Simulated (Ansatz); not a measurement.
# Changed inputs in constrained RPA: BaReO3 (cubic perovskite) (Pm-3m), part 2 of 2

Aim: hold the target of a cRPA run on BaReO3 (cubic perovskite) (Pm-3m) and move one thing at a time.

Ansatz 0.2.0; constrained RPA on LDA, plane waves, PAW.

So far. Step 4 (Changed: 2×2×2 mesh): On the Re t2g shell, screening brings the on-site interaction from 11.8 eV down to U = 3.04 eV. Step 5 (Changed: accuracy low): On the Re t2g shell, screening brings the on-site interaction from 10.9 eV down to U = 2.70 eV.

The structure was built from a prototype and need not be the compound's stable phase.

## (7) Changed: more bands than orbitals

File input.yaml:

```yaml
crystal:
  lattice:
    - [0.0, -3.96025645, 0.0]
    - [0.0, 0.0, 3.96025645]
    - [-3.96025645, 0.0, 0.0]
  atoms:
    - { symbol: Ba, position: [0.0, 0.0, 0.0] }
    - { symbol: Re, position: [0.5, 0.5, 0.5] }
    - { symbol: O, position: [0.5, 0.5, 0.0] }
    - { symbol: O, position: [0.5, 0.0, 0.5] }
    - { symbol: O, position: [0.0, 0.5, 0.5] }
kpoints:
  mp_grid: { grid: [8, 8, 8] }
hamiltonian:
  xc: lda
scf:
  occupations: { method: gaussian, width: 0.08 }
  n_extra_bands: 19
  max_iter: 150
  lower_state_search: "off"
output:
  crpa:
    kmesh: [4, 4, 4]
    target_bands: [v2, c2]
    projections: [{ species: Re, l: d, shell: 5, orbitals: [dxz, dyz, dxy] }]
```

Launch:

```bash
ansatz run input.yaml --threads 4 --pin off --max-ram 9216MiB --backend cpu --events-out ev --progress --plain --runs-dir out
```

Numbers of over 12 decimals in the logs are rounded to 6 here.

The log of the run:

```text
Error: invalid value for `output.crpa.projections`: 3 orbital(s) selected but the target window spans 4 band(s); name one orbital per band of it
```

The job ended after 0.14 s (4 threads of Arm Neoverse V1, shared host; peak memory 0.097 GiB).

The input was rejected at the start.

The program's message: “Error: invalid value for `output.crpa.projections`: 3 orbital(s) selected but the target window spans 4 band(s); name one orbital per band of it”

The fault put into this input: more bands than orbitals.

## (8) Changed: potentials

This step: constrained RPA on LDA, plane waves, norm-conserving pseudopotentials.

Edit input.yaml of step 7 so:

```diff
@@ -15,2 +15,3 @@
   xc: lda
+  pseudopotentials: { kind: nc }
 scf:
@@ -23,3 +24,3 @@
     kmesh: [4, 4, 4]
-    target_bands: [v2, c2]
+    target_bands: [v2, c1]
     projections: [{ species: Re, l: d, shell: 5, orbitals: [dxz, dyz, dxy] }]
```

The log of the run:

```text
[...]
Crystal: 5 atoms, lattice volume = 62.111 Å³
Basis set: ecut = 1142.878222 eV, 5449 PW (Γ)
Bands: 41, of which v1, the nominal top of the filled ones, is band 22 counted from 1 (21 counted from 0)
Symmetry: 48 space group operations
[...]
k-points: 35 of 512
[...]
k-point 34: bands = [... 18 lower, 12.0415, 12.0415, 17.2683, 17.2683, 17.2683, 19.1012, 19.1012, 19.1012, ... 15 higher]
[...]
χ-basis size per q: N_G = 208..251
[...]
Site 1, 5D, 3 of 5 d orbitals (Wannier functions 1, 2, 3; wannier90's mr 2, 3, 5):
      screened: U = 2.7441 eV, U' = 2.1760 eV, J = 0.2625 eV
      screened, to within: U = 5.9e-3 eV, U' = 5.9e-3 eV, J = 8.2e-4 eV
      bare: V = 10.8862 eV, V' = 10.0124 eV, J = 0.3724 eV
[...]
[key lines of the parts left out:]
SCF converged after 8 iterations
Free energy (F): -4480.120489 eV
Fermi energy:    15.734199 eV
```

The job ended after 2 min (4 threads; peak memory 1.1 GiB; 7.8 min of CPU time).

This step gave:

| Item | Value |
| --- | --- |
| U | 2.744 eV |
| U prime (inter-orbital) | 2.176 eV |
| J | 0.2625 eV |
| bare V | 10.89 eV |
| bare J | 0.3724 eV |
| stated bound on U | 0.005864 eV |
| U over bare V | 0.2521 |
| electrons in the window | 3.000 |
| head of the constrained inverse dielectric matrix | 0.1812 |
| least eigenvalue of the projection's overlap | 0.6118 |
| target functions | 3 |
| bands in the sums | 46 |
| width of the target bands | 4.277 eV |
| weight of the projected orbitals in the window | 0.7050 |

On the Re t2g shell, screening brings the on-site interaction from 10.9 eV down to U = 2.74 eV.

## (9) Changed: volume +6 %

This step: constrained RPA on LDA, plane waves, PAW.

The cell differs from the one that the last finished run ended in (a 3.960 → 4.038 Å, b 3.960 → 4.038 Å, c 3.960 → 4.038 Å).

Edit input.yaml of step 8 so:

```diff
@@ -2,5 +2,5 @@
   lattice:
-    - [0.0, -3.96025645, 0.0]
-    - [0.0, 0.0, 3.96025645]
-    - [-3.96025645, 0.0, 0.0]
+    - [0.0, -4.0379282565, 0.0]
+    - [0.0, 0.0, 4.0379282565]
+    - [-4.0379282565, 0.0, 0.0]
   atoms:
@@ -15,3 +15,2 @@
   xc: lda
-  pseudopotentials: { kind: nc }
 scf:
@@ -26 +25,6 @@
     projections: [{ species: Re, l: d, shell: 5, orbitals: [dxz, dyz, dxy] }]
+  local_orbitals:
+    kmesh: [8, 8, 8]
+    orbitals: [{ species: Re, l: d, shell: 5, orbitals: [dxz, dyz, dxy] }]
+    window: { bands: [v2, c1] }
+    seedname: lo
```

The log of the run:

```text
[...]
Crystal: 5 atoms, lattice volume = 65.838 Å³
Basis set: ecut = 420 eV, 1309 PW (Γ)
Bands: 41, of which v1, the nominal top of the filled ones, is band 22 counted from 1 (21 counted from 0)
Symmetry: 48 space group operations
[...]
k-points: 35 of 512
[...]
k-point 34: bands = [... 18 lower, 11.0538, 11.0538, 15.8427, 15.8427, 15.8427, 17.8128, 17.8128, 17.8128, ... 15 higher]
[...]
χ-basis size per q: N_G = 208..251
[...]
Site 1, 5D, 3 of 5 d orbitals (Wannier functions 1, 2, 3; wannier90's mr 2, 3, 5):
      screened: U = 2.7109 eV, U' = 2.1349 eV, J = 0.2633 eV
      screened, to within: U = 4.2e-3 eV, U' = 4.2e-3 eV, J = 4.4e-4 eV
      bare: V = 10.9057 eV, V' = 10.0231 eV, J = 0.3740 eV
[...]
[key lines of the parts left out:]
SCF converged after 7 iterations
Free energy (F): -18056.256337 eV
Fermi energy:    14.458811 eV
```

Elapsed: 31 s, on 4 threads; peak memory 0.59 GiB.

Numbers from this step:

* U: 2.711 eV
* U prime (inter-orbital): 2.135 eV
* J: 0.2633 eV
* bare V: 10.91 eV
* bare J: 0.3740 eV
* stated bound on U: 0.004138 eV
* U over bare V: 0.2486
* electrons in the window: 3.000
* head of the constrained inverse dielectric matrix: 0.1770
* least eigenvalue of the projection's overlap: 0.6136
* target functions: 3
* bands in the sums: 46
* r.m.s. miss of the model bands: 0.002179 eV
* width of the target bands: 3.903 eV
* weight of the projected orbitals in the window: 0.7077

On the Re t2g shell, screening brings the on-site interaction from 10.9 eV down to U = 2.71 eV.

## (10) Side by side

Times are wall times on 4 threads of Arm Neoverse V1, shared host, good to a factor of about two.

| run | bare V (eV) | U (eV) | J (eV) | bound on U (eV) | width (eV) | time |
| --- | --- | --- | --- | --- | --- | --- |
| target window | 10.87 | 2.733 | 0.263 | 0.0043 | 4.28 | 29 s |
| 6×6×6 mesh | 10.78 | 2.733 | 0.260 | 0.0044 | 4.28 | 2.7 min |
| 2×2×2 mesh | 11.81 | 3.040 | 0.293 | 0.0043 | 4.28 | 6.6 s |
| accuracy low | 10.87 | 2.704 | 0.260 | 0.0852 | 4.28 | 15 s |
| potentials | 10.89 | 2.744 | 0.263 | 0.0059 | 4.28 | 2 min |
| volume +6 % | 10.91 | 2.711 | 0.263 | 0.0041 | 3.90 | 31 s |

## (11) What came out

- target window: U 2.73 eV, J 0.26 eV
- 6×6×6 mesh: U 2.73 eV, J 0.26 eV
- 2×2×2 mesh: U 3.04 eV, J 0.29 eV
- accuracy low: U 2.70 eV, J 0.26 eV
- potentials: U 2.74 eV, J 0.26 eV
- volume +6 %: U 2.71 eV, J 0.26 eV

6×6×6 mesh moves U by +0.0002 eV (within the solver's bounds, for the mean over orbitals) at 5.5 times the time. 2×2×2 mesh moves U by +0.31 eV at 0.22 times the time. Accuracy low moves U by −0.03 eV (within the solver's bounds, for the mean over orbitals). Potentials moves U by +0.01 eV at 4.1 times the time. Volume +6 % moves U by −0.02 eV. The printed bound covers the solver alone, not the mesh. The parent state is non-magnetic and the interaction static (zero frequency); U depends on the window and the orbitals, so it belongs to this model alone. Spin-orbit coupling, which is strong for atoms this heavy, is left out.

[Paths, hosts, dates, memory and timing lines, banners, echoed tables and standing remarks are left out of the program output.]

[Logs are printed without paths, hosts, clocks, repeated set-up lines and the standing remarks that a program may print on its own settings, such as how far it seeks lower states.]

[Runs of the session that timed out or met a known fault of the program may be left out.]

[Hosts, paths, dates, database ids (printed as entryN), source tags and the programs' standing remarks are cut or masked in the printed files.]
